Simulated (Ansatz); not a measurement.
**Resistivity from frozen vibrations: Cu(111) with 4 thermally displaced layers, 2x2**

Aim: the resistivity of Cu at 300 K from frozen thermal displacements between perfect leads. The measured value for the pure metal at this temperature is 1.725 µΩ cm (CRC Handbook of Chemistry and Physics, 84th ed., 2003, Electrical Resistivity of Pure Metals).

Program: Ansatz 0.2.0. Level of theory: Ansatz plane-wave DFT, PBE, PAW files; ballistic transport by layer matching (Landauer), zero bias; PAW set soft_1. Results are calculated unless marked as measured.

**1. The starting structure**

The cell holds 40 atoms: 40 Cu. Cell: a = 5.112 Å, b = 5.112 Å, c = 20.923 Å, α = 93.5°, β = 86.5°, γ = 120.0°. It derives from Cu. Regions: lead, 24 atoms (24 Cu); scattering region, 16 atoms (16 Cu). The structure is stacked along c, and the current runs across the ab planes.

**2. With 4 displaced layers**

Each atom of 4 layers is moved at random, by amounts drawn from a normal law 0.0778 Å wide in each direction from the Debye model (343 K) at 300 K. The layers about the cell's end stay perfect and serve as the lead. Disorder leaves little or no symmetry, which makes such runs dear. Energies from -0.05 to 0.05 eV in steps of 0.05 eV are too few for the program's thermal sum, so it prints no conductance; for a metal the transmission near the Fermi level serves, at a fraction of the cost.

File input.yaml:

```yaml
crystal:
  lattice:
    - [5.1123254594, 0.0, 0.0]
    - [-2.5561627297, 4.4274037203, 0.0]
    - [1.2780813649, -0.73790062, 20.8709812911]
  atoms:
    - { symbol: Cu, position: [0.9916666667, 0.0083333333, 0.05] }
    - { symbol: Cu, position: [0.9916666667, 0.5083333333, 0.05] }
    - { symbol: Cu, position: [0.4916666667, 0.0083333333, 0.05] }
    - { symbol: Cu, position: [0.4916666667, 0.5083333333, 0.05] }
    - { symbol: Cu, position: [0.1416666667, 0.3583333333, 0.15] }
    - { symbol: Cu, position: [0.1416666667, 0.8583333333, 0.15] }
    - { symbol: Cu, position: [0.6416666667, 0.3583333333, 0.15] }
    - { symbol: Cu, position: [0.6416666667, 0.8583333333, 0.15] }
    - { symbol: Cu, position: [0.2916666667, 0.2083333333, 0.25] }
    - { symbol: Cu, position: [0.2916666667, 0.7083333333, 0.25] }
    - { symbol: Cu, position: [0.7916666667, 0.2083333333, 0.25] }
    - { symbol: Cu, position: [0.7916666667, 0.7083333333, 0.25] }
    - { symbol: Cu, position: [0.9533693733, 0.0829803235, 0.3545638864] }
    - { symbol: Cu, position: [0.9316136067, 0.5527714311, 0.3480347186] }
    - { symbol: Cu, position: [0.4493777468, 0.0578123379, 0.3527832468] }
    - { symbol: Cu, position: [0.4273823283, 0.5857926091, 0.3496406484] }
    - { symbol: Cu, position: [0.1010533709, 0.405698857, 0.4485873006] }
    - { symbol: Cu, position: [0.106079875, 0.9226915678, 0.4492452785] }
    - { symbol: Cu, position: [0.5959055894, 0.4198382784, 0.4467567017] }
    - { symbol: Cu, position: [0.572513719, 0.9148554063, 0.4475011566] }
    - { symbol: Cu, position: [0.2055923219, 0.243742643, 0.5482575117] }
    - { symbol: Cu, position: [0.2103825555, 0.7321383512, 0.5501365298] }
    - { symbol: Cu, position: [0.7537308891, 0.2537761295, 0.5472290117] }
    - { symbol: Cu, position: [0.7540097542, 0.770746504, 0.5488820195] }
    - { symbol: Cu, position: [0.9092413358, 0.1265247279, 0.649228783] }
    - { symbol: Cu, position: [0.8821902512, 0.6145941691, 0.6509224718] }
    - { symbol: Cu, position: [0.3975111401, 0.085356513, 0.6475345193] }
    - { symbol: Cu, position: [0.3636063963, 0.5779508571, 0.6504711546] }
    - { symbol: Cu, position: [0.0416666667, 0.4583333333, 0.75] }
    - { symbol: Cu, position: [0.0416666667, 0.9583333333, 0.75] }
    - { symbol: Cu, position: [0.5416666667, 0.4583333333, 0.75] }
    - { symbol: Cu, position: [0.5416666667, 0.9583333333, 0.75] }
    - { symbol: Cu, position: [0.1916666667, 0.3083333333, 0.85] }
    - { symbol: Cu, position: [0.1916666667, 0.8083333333, 0.85] }
    - { symbol: Cu, position: [0.6916666667, 0.3083333333, 0.85] }
    - { symbol: Cu, position: [0.6916666667, 0.8083333333, 0.85] }
    - { symbol: Cu, position: [0.8416666667, 0.1583333333, 0.95] }
    - { symbol: Cu, position: [0.8416666667, 0.6583333333, 0.95] }
    - { symbol: Cu, position: [0.3416666667, 0.1583333333, 0.95] }
    - { symbol: Cu, position: [0.3416666667, 0.6583333333, 0.95] }
kpoints:
  mp_grid: { grid: [5, 5, 1] }
hamiltonian:
  xc: pbe
  pseudopotentials: { kind: paw, azcp: { folder: soft_1 } }
scf:
  occupations: { method: fermi_dirac, width: 0.1 }
output:
  transmission:
    leads: [[0, 4]]
    kmesh: [10, 10]
    e_range: [-0.05, 0.05]
    de: 0.05
  write_potential: true
  write_density: true
  volumetric_format: npy
```

Launch:

```bash
$ ansatz run input.yaml --threads 4 --pin off --max-ram 15360MiB --backend cpu --events-out ev --progress --plain --runs-dir out
```

Numbers of over 12 decimals in the logs are rounded to 6 here.

What it wrote:

```text
Engine: ansatz 0.2.0, aarch64-unknown-linux-gnu
Pseudopotentials: kind: paw
Pseudopotential: Cu, paw, valence charge 19, recommended cutoff 420 eV (normal), soft_1/Cu.paw.azcp
Functional definition: PBE
  parameter kappa = 0.804
  parameter beta = 0.066725
  exchange = pbe_x(kappa = kappa, mu = beta*pi^2/3)
  correlation = pbe_c(beta = beta)
Crystal: 40 atoms, lattice volume = 472.401 Å³
Basis set: ecut = 420 eV, 9295 PW (Γ)
Bands: 456, of which v1, the nominal top of the filled ones, is band 380 counted from 1 (379 counted from 0)
Symmetry: 1 space group operations
Space group: P1 (ITA 1), of the structure as read, at distance tolerance 7.8e-5 Å
k-points: 13 of 25 (time reversal used)
Non-local potential: Cu, projectors of the file, l = 0: 3, l = 1: 2, l = 2: 3, l = 3: 1
PAW form: soft (Blöchl's): semilocal exchange-correlation on the pseudo side does not see the compensation charge
PAW one-centre angular grid: Cu, 590 points (default); XC on 64 Gauss nodes
Initial density: superposition of atomic densities (chi_scale 0.1, normalization cell)
Initial wavefunctions: pseudopotential atomic-orbital guess
Functional: x = pbe(κ = 0.804, μ = 0.219515), c = pbe(β = 0.066725)
SCF iter   1: F=—  HF=-265043.021074 eV  |F-HF|=—  |Δ(HF+E_count)|=         —  Δρ=2.67e-1  dr2=2.02e2  ethr=3.10e-3  ⟨swp⟩=5.1  Hψ=18461  notcnv=0  defer=13
preconditioner: auto → Kerker (q_TF=auto, 2.953 Å⁻¹)  [metal: Δε(μ)=0.010 eV  Ē_g=9.123 eV  σ=0.100 eV  W_gap=0.02  n_scr=218 (ndim 8)  ℏωp=35.8 eV  f_vac=0.000  D(μ)=23.25/eV (n_scr^D=228)]
SCF iter   2: F=—  HF=-265012.805277 eV  |F-HF|=—  |Δ(HF+E_count)|=    3.02e1  Δρ=7.34e-2  dr2=1.98e1  ethr=3.10e-3  ⟨swp⟩=2.0  Hψ=11359  notcnv=0  defer=699
SCF iter   3: F=—  HF=-265007.467098 eV  |F-HF|=—  |Δ(HF+E_count)|=    5.34e0  Δρ=4.45e-2  dr2=7.48e0  ethr=2.61e-3  ⟨swp⟩=2.0  Hψ=7040  notcnv=0  defer=702
SCF iter   4: F=—  HF=-265006.106304 eV  |F-HF|=—  |Δ(HF+E_count)|=    1.36e0  Δρ=8.74e-3  dr2=2.22e-1  ethr=9.84e-4  ⟨swp⟩=2.0  Hψ=8203  notcnv=0  defer=702
SCF iter   5: F=—  HF=-265006.445808 eV  |F-HF|=—  |Δ(HF+E_count)|=   3.40e-1  Δρ=3.07e-3  dr2=3.89e-2  ethr=2.92e-5  ⟨swp⟩=2.0  Hψ=9956  notcnv=0  defer=713
SCF iter   6: F=—  HF=-265006.451916 eV  |F-HF|=—  |Δ(HF+E_count)|=   6.11e-3  Δρ=1.17e-3  dr2=6.10e-3  ethr=5.12e-6  ⟨swp⟩=2.0  Hψ=8068  notcnv=0  defer=713
SCF iter   7: F=—  HF=-265006.453061 eV  |F-HF|=—  |Δ(HF+E_count)|=   1.14e-3  Δρ=2.51e-4  dr2=2.41e-4  ethr=8.03e-7  ⟨swp⟩=2.1  Hψ=10074  notcnv=0  defer=713
SCF iter   8: F=—  HF=-265006.453123 eV  |F-HF|=—  |Δ(HF+E_count)|=   6.22e-5  Δρ=9.19e-5  dr2=3.08e-5  ethr=3.17e-8  ⟨swp⟩=1.1  Hψ=5214  notcnv=0  defer=713
SCF iter   9: F=—  HF=-265006.453083 eV  |F-HF|=—  |Δ(HF+E_count)|=   3.96e-5  Δρ=7.21e-5  dr2=3.03e-5  ethr=4.06e-9  ⟨swp⟩=2.0  Hψ=9692  notcnv=0  defer=713
SCF iter  10: F=—  HF=-265006.453080 eV  |F-HF|=—  |Δ(HF+E_count)|=   2.91e-6  Δρ=1.48e-5  dr2=2.94e-6  ethr=3.99e-9  ⟨swp⟩=2.0  Hψ=7197  notcnv=0  defer=713
SCF iter  11: F=—  HF=-265006.453080 eV  |F-HF|=—  |Δ(HF+E_count)|=   8.68e-8  Δρ=3.40e-6  dr2=3.29e-7  ethr=3.87e-10  ⟨swp⟩=1.0  Hψ=5212  notcnv=0  defer=713
SCF iter  12: F=-265006.453080 eV  HF=-265006.453080 eV  |F-HF|=2.59e-8  |Δ(HF+E_count)|=   6.87e-9  Δρ=2.03e-6  dr2=2.33e-8  ethr=1.32e-11  ⟨swp⟩=7.1  Hψ=20478  notcnv=0
SCF 1 converged in 12 iterations: F = -265006.453080 eV  dr2 = 2.33e-8
  greatest PAW one-centre occupation: 1.000 electrons in one spin orbital (limit 2), on the Cu atom at site 26 (counted from 0), in its partial waves of l = 0
transmission: 158 of 1560 steps passed
transmission: 314 of 1560 steps passed
[...]
transmission: 1560 of 1560 steps passed
SCF converged after 12 iterations
Free energy (F): -265006.453080 eV
Harris-Foulkes:  -265006.453080 eV  (|F-HF|=2.59e-8)
Internal energy: -265005.947817 eV  (E = F + TS)
E sigma→0 (E₀):  -265006.200449 eV
Entropy (-TS):   -0.505263 eV (-12.632 meV/atom)
Fermi energy:    16.341368 eV
--- Per-component energies (eV) ---
  E_band       = -14696.634585
  E_kinetic    = 10474.975238
  E_local      = -180588.643209  (includes V_loc(G=0)·N_el)
  E_nonlocal   = 35590.907154
  E_hartree    = 76520.125892
  E_xc         = -2761.931229
  E_vxc        = -3566.495403  (∫ρ·V_xc dr)
  E_paw        = -72595.383657  (= ΣΔE_a)
  E_vpaw       = -29647.711247  (= ΣTr[D̂ρ^β])
  E_aug_tail   = 0.040351  (compensation charges beyond the density's cutoff)
  E_ewald      = -131646.038356
  E_smearing   = -0.505263  (= −TS)
  E_closure    = -0.000000  (closes the sum)
  Σ components = -265006.453080   (vs F -265006.453080, Δ=0.00e0)
--- Band table (eV; the first three rows and the last of 13) ---
  k-point 0: bands = [... 376 lower, 16.2508, 16.6599, 16.6743, 16.7017, 16.7292, 17.0177, 17.0498, 17.2618, ... 72 higher]
  k-point 1: bands = [... 376 lower, 15.9622, 16.0675, 16.1142, 16.2662, 16.4017, 16.4364, 16.4736, 16.5546, ... 72 higher]
  k-point 2: bands = [... 376 lower, 16.1336, 16.1569, 16.1794, 16.2183, 16.2907, 16.3879, 16.5402, 16.6622, ... 72 higher]
  k-point 12: bands = [... 376 lower, 15.3369, 15.9938, 16.0819, 16.2988, 16.3429, 16.6185, 16.8483, 17.6106, ... 72 higher]
--- Transmission ---
  basis      : 199 plane waves across, 30 finite elements along
  points     : 52, standing for a mesh of 10 x 10
  energies   : 3 from -0.050000 to 0.050000 eV about the Fermi level, 0.050000 eV apart; the leads are filled to 0.000000 eV, and channels, transmission and decay are at 0.000000 eV
  crystal 0  : Cu4, at the sites [0, 4], period 2.0871 Å, over 12.52 Å; its Hamiltonian steps by up to 2.4 meV
    offset         : up to 0.0000 Å between an atom of the period and one for which it stands
    channels       : 3.210000e0 a spin
    conductance    : none, the energies end too early or step too widely for 300 K: set another output.transmission.e_range or a lower de, or, where they end at an eighth of basis.ecutwfc, a higher one
  junction   : crystal 0 to crystal 0, 0.70 to 19.48 Å
    transmission   : 3.138949e0 a spin
    conductance    : none, the energies end too early or step too widely for 300 K: set another output.transmission.e_range or a lower de, or, where they end at an eighth of basis.ecutwfc, a higher one
```

Run time: 8.4 min. Hardware: 4 threads of Arm Neoverse V1, shared host; peak memory 4.9 GiB.

Numbers from this step:

| Item | Value |
| --- | --- |
| free energy | -265006.4531 eV |
| energy at zero smearing | -265006.2004 eV |
| Fermi energy | 16.34 eV |
| cell area | 22.63 Å² |
| transmission per spin nearest the Fermi level | 3.139 |
| open channels per spin nearest the Fermi level | 3.21 |
| step of the lead's potential | 2.4 meV |

Per spin. Table of transmission, zone mean by energy, zero at the Fermi level:

```csv
energy (eV),"transmission, zone mean"
-0.0500,3.13
0.0000,3.14
0.0500,3.14
```

Per spin. The open channels, zone mean, lead stays at 3.21 for energy from -0.05 to 0.05 eV.

Transmission over k1 and k2. At 0.0000 eV from the Fermi level.

Ten even steps from '_' (2.73) to '@' (3.89):
```
::@@::::::%%::::::::
::::@@::::%%::::::::
::::::@@__%%::::::::
::::::..______::::::
@@@@@@@@......@@@@@@
::::::::______..::::
::::::::::%%__@@::::
::::::::::%%::::@@::
::::::::::%%::::::@@
@@::::::::%%::::::::
```
Columns: k1 (b1) from -0.5 to 0.4; rows upwards: k2 (b2) from -0.5 to 0.4.

Open channels over k1 and k2. At 0.0000 eV from the Fermi level.

Ten even steps from '_' (3.00) to '@' (4.00):
```
__@@______@@________
____@@____@@________
______@@__@@________
____________________
@@@@@@@@______@@@@@@
____________________
__________@@__@@____
__________@@____@@__
__________@@______@@
@@________@@________
```
Columns: k1 (b1) from -0.5 to 0.4; rows upwards: k2 (b2) from -0.5 to 0.4.

Over the solved energies the transmission per spin lies between 3.13 and 3.14, out of 3.21 channels of the lead on average (up to 3.21).

**3. With 8 displaced layers**

Each atom of 8 layers is moved at random, by amounts drawn from a normal law 0.0778 Å wide in each direction from the Debye model (343 K) at 300 K. A fresh draw is used; the growth of the resistance with length is what counts.

System of this step: Cu(111) with 8 thermally displaced layers, 2x2. The cell holds 56 atoms: 56 Cu. Its edges and angles: a = 5.112 Å, b = 5.112 Å, c = 29.257 Å, α = 87.5°, β = 92.5°, γ = 120.0°. It derives from Cu. Regions: lead, 24 atoms (24 Cu); scattering region, 32 atoms (32 Cu). The structure is stacked along c, and the current runs across the ab planes.

File input.yaml:

```yaml
crystal:
  lattice:
    - [5.1123254594, 0.0, 0.0]
    - [-2.5561627297, 4.4274037203, 0.0]
    - [-1.2780813649, 0.73790062, 29.2193738075]
  atoms:
    - { symbol: Cu, position: [0.005952381, 0.994047619, 0.0357142857] }
    - { symbol: Cu, position: [0.005952381, 0.494047619, 0.0357142857] }
    - { symbol: Cu, position: [0.505952381, 0.994047619, 0.0357142857] }
    - { symbol: Cu, position: [0.505952381, 0.494047619, 0.0357142857] }
    - { symbol: Cu, position: [0.1845238095, 0.3154761905, 0.1071428571] }
    - { symbol: Cu, position: [0.1845238095, 0.8154761905, 0.1071428571] }
    - { symbol: Cu, position: [0.6845238095, 0.3154761905, 0.1071428571] }
    - { symbol: Cu, position: [0.6845238095, 0.8154761905, 0.1071428571] }
    - { symbol: Cu, position: [0.3630952381, 0.1369047619, 0.1785714286] }
    - { symbol: Cu, position: [0.3630952381, 0.6369047619, 0.1785714286] }
    - { symbol: Cu, position: [0.8630952381, 0.1369047619, 0.1785714286] }
    - { symbol: Cu, position: [0.8630952381, 0.6369047619, 0.1785714286] }
    - { symbol: Cu, position: [0.043821926, 0.944740484, 0.2536882659] }
    - { symbol: Cu, position: [0.0598594977, 0.4691760896, 0.2510692496] }
    - { symbol: Cu, position: [0.5447785856, 0.9346624231, 0.251634136] }
    - { symbol: Cu, position: [0.53546428, 0.4271263144, 0.2509237123] }
    - { symbol: Cu, position: [0.2230979988, 0.2936854971, 0.3202598914] }
    - { symbol: Cu, position: [0.2225832519, 0.7861734247, 0.3190961694] }
    - { symbol: Cu, position: [0.7286412436, 0.2776995641, 0.3227394441] }
    - { symbol: Cu, position: [0.7221082493, 0.7985744495, 0.3230394764] }
    - { symbol: Cu, position: [0.4022107626, 0.1117330465, 0.3962103142] }
    - { symbol: Cu, position: [0.4126295965, 0.5731560751, 0.3952078316] }
    - { symbol: Cu, position: [0.9046137289, 0.0999882316, 0.3901776381] }
    - { symbol: Cu, position: [0.9071046444, 0.5787743302, 0.3943662181] }
    - { symbol: Cu, position: [0.0830018969, 0.8946522654, 0.4634804831] }
    - { symbol: Cu, position: [0.0602789463, 0.4262344664, 0.4683166239] }
    - { symbol: Cu, position: [0.592292909, 0.8916384223, 0.4627553356] }
    - { symbol: Cu, position: [0.6021432412, 0.4501766285, 0.4654068777] }
    - { symbol: Cu, position: [0.2472034285, 0.2492746262, 0.5356700493] }
    - { symbol: Cu, position: [0.246573487, 0.7309735513, 0.5367450799] }
    - { symbol: Cu, position: [0.7597211695, 0.2425125371, 0.5351242047] }
    - { symbol: Cu, position: [0.7326695752, 0.7349718795, 0.5389255704] }
    - { symbol: Cu, position: [0.4195713944, 0.0395933951, 0.6106948294] }
    - { symbol: Cu, position: [0.4611347188, 0.6024806921, 0.6073092498] }
    - { symbol: Cu, position: [0.9153767366, 0.0394584898, 0.6106666028] }
    - { symbol: Cu, position: [0.9661167864, 0.551342099, 0.6054204624] }
    - { symbol: Cu, position: [0.1147519458, 0.8724383199, 0.677851266] }
    - { symbol: Cu, position: [0.1099448078, 0.3897911639, 0.6814855772] }
    - { symbol: Cu, position: [0.6213158147, 0.9032332983, 0.6774537833] }
    - { symbol: Cu, position: [0.5986580474, 0.3499863283, 0.6747120086] }
    - { symbol: Cu, position: [0.2988488597, 0.1977090614, 0.7515435968] }
    - { symbol: Cu, position: [0.3118917181, 0.73120131, 0.7521609775] }
    - { symbol: Cu, position: [0.8058477809, 0.2066814096, 0.7481413295] }
    - { symbol: Cu, position: [0.7757493844, 0.7002612115, 0.7469926612] }
    - { symbol: Cu, position: [0.4702380952, 0.0297619048, 0.8214285714] }
    - { symbol: Cu, position: [0.4702380952, 0.5297619048, 0.8214285714] }
    - { symbol: Cu, position: [0.9702380952, 0.0297619048, 0.8214285714] }
    - { symbol: Cu, position: [0.9702380952, 0.5297619048, 0.8214285714] }
    - { symbol: Cu, position: [0.1488095238, 0.8511904762, 0.8928571429] }
    - { symbol: Cu, position: [0.1488095238, 0.3511904762, 0.8928571429] }
    - { symbol: Cu, position: [0.6488095238, 0.8511904762, 0.8928571429] }
    - { symbol: Cu, position: [0.6488095238, 0.3511904762, 0.8928571429] }
    - { symbol: Cu, position: [0.3273809524, 0.1726190476, 0.9642857143] }
    - { symbol: Cu, position: [0.3273809524, 0.6726190476, 0.9642857143] }
    - { symbol: Cu, position: [0.8273809524, 0.1726190476, 0.9642857143] }
    - { symbol: Cu, position: [0.8273809524, 0.6726190476, 0.9642857143] }
kpoints:
  mp_grid: { grid: [5, 5, 1] }
hamiltonian:
  xc: pbe
  pseudopotentials: { kind: paw, azcp: { folder: soft_1 } }
scf:
  occupations: { method: fermi_dirac, width: 0.1 }
output:
  transmission:
    leads: [[0, 4]]
    kmesh: [10, 10]
    e_range: [-0.05, 0.05]
    de: 0.05
  write_potential: true
  write_density: true
  volumetric_format: npy
```

What it wrote:

```text
[...]
Crystal: 56 atoms, lattice volume = 661.361 Å³
Basis set: ecut = 420 eV, 12983 PW (Γ)
Bands: 639, of which v1, the nominal top of the filled ones, is band 532 counted from 1 (531 counted from 0)
Symmetry: 1 space group operations
[...]
k-points: 13 of 25 (time reversal used)
[...]
SCF iter   1: F=—  HF=-371059.181688 eV  |F-HF|=—  |Δ(HF+E_count)|=         —  Δρ=2.66e-1  dr2=2.81e2  ethr=3.10e-3  ⟨swp⟩=4.9  Hψ=25456  notcnv=0  defer=23
[...]
SCF iter  13: F=-371008.168267 eV  HF=-371008.168267 eV  |F-HF|=3.01e-8  |Δ(HF+E_count)|=  6.98e-10  Δρ=8.69e-7  dr2=3.47e-8  ethr=9.40e-12  ⟨swp⟩=7.0  Hψ=28833  notcnv=0
SCF 1 converged in 13 iterations: F = -371008.168267 eV  dr2 = 3.47e-8
[...]
transmission: 234 of 2340 steps passed
transmission: 468 of 2340 steps passed
[...]
transmission: 2340 of 2340 steps passed
SCF converged after 13 iterations
Free energy (F): -371008.168267 eV
[...]
Internal energy: -371007.452740 eV  (E = F + TS)
E sigma→0 (E₀):  -371007.810503 eV
Entropy (-TS):   -0.715527 eV (-12.777 meV/atom)
Fermi energy:    16.341184 eV
[...]
--- Band table (eV; the first three rows and the last of 13) ---
  k-point 0: bands = [... 528 lower, 16.3275, 16.5904, 16.6549, 16.8461, 16.8734, 16.9111, 16.9456, 17.0608, ... 103 higher]
  k-point 1: bands = [... 528 lower, 16.0834, 16.1965, 16.2285, 16.2717, 16.3190, 16.4106, 16.4459, 16.5202, ... 103 higher]
  k-point 2: bands = [... 528 lower, 16.1290, 16.1553, 16.1951, 16.2807, 16.3200, 16.4270, 16.5811, 16.6075, ... 103 higher]
  k-point 12: bands = [... 528 lower, 15.6286, 15.7318, 16.0246, 16.3844, 16.5214, 16.7540, 16.7802, 16.9844, ... 103 higher]
--- Transmission ---
  basis      : 199 plane waves across, 45 finite elements along
  points     : 52, standing for a mesh of 10 x 10
[...]
channels       : 3.210000e0 a spin
[...]
junction   : crystal 0 to crystal 0, 0.70 to 27.83 Å
    transmission   : 3.065231e0 a spin
[...]
```

The job ended after 18 min (4 threads; peak memory 8.4 GiB).

This step gave:

| Property | Result |
| --- | --- |
| free energy | -371008.1683 eV |
| energy at zero smearing | -371007.8105 eV |
| transmission per spin nearest the Fermi level | 3.065 |
| step of the lead's potential | 3.4 meV |

Per spin. Table of transmission, zone mean by energy, zero at the Fermi level:

```csv
energy (eV),"transmission, zone mean"
-0.0500,3.05
0.0000,3.07
0.0500,3.07
```

Over the solved energies the transmission per spin lies between 3.05 and 3.07, out of 3.21 channels of the lead on average (up to 3.21).

[end of part 1 of 2]

[Logs are printed without paths, hosts, clocks, repeated set-up lines and the standing remarks that a program may print on its own settings, such as how far it seeks lower states.]

[Hosts, paths, dates, database ids (printed as entryN), source tags and the programs' standing remarks are cut or masked in the printed files.]
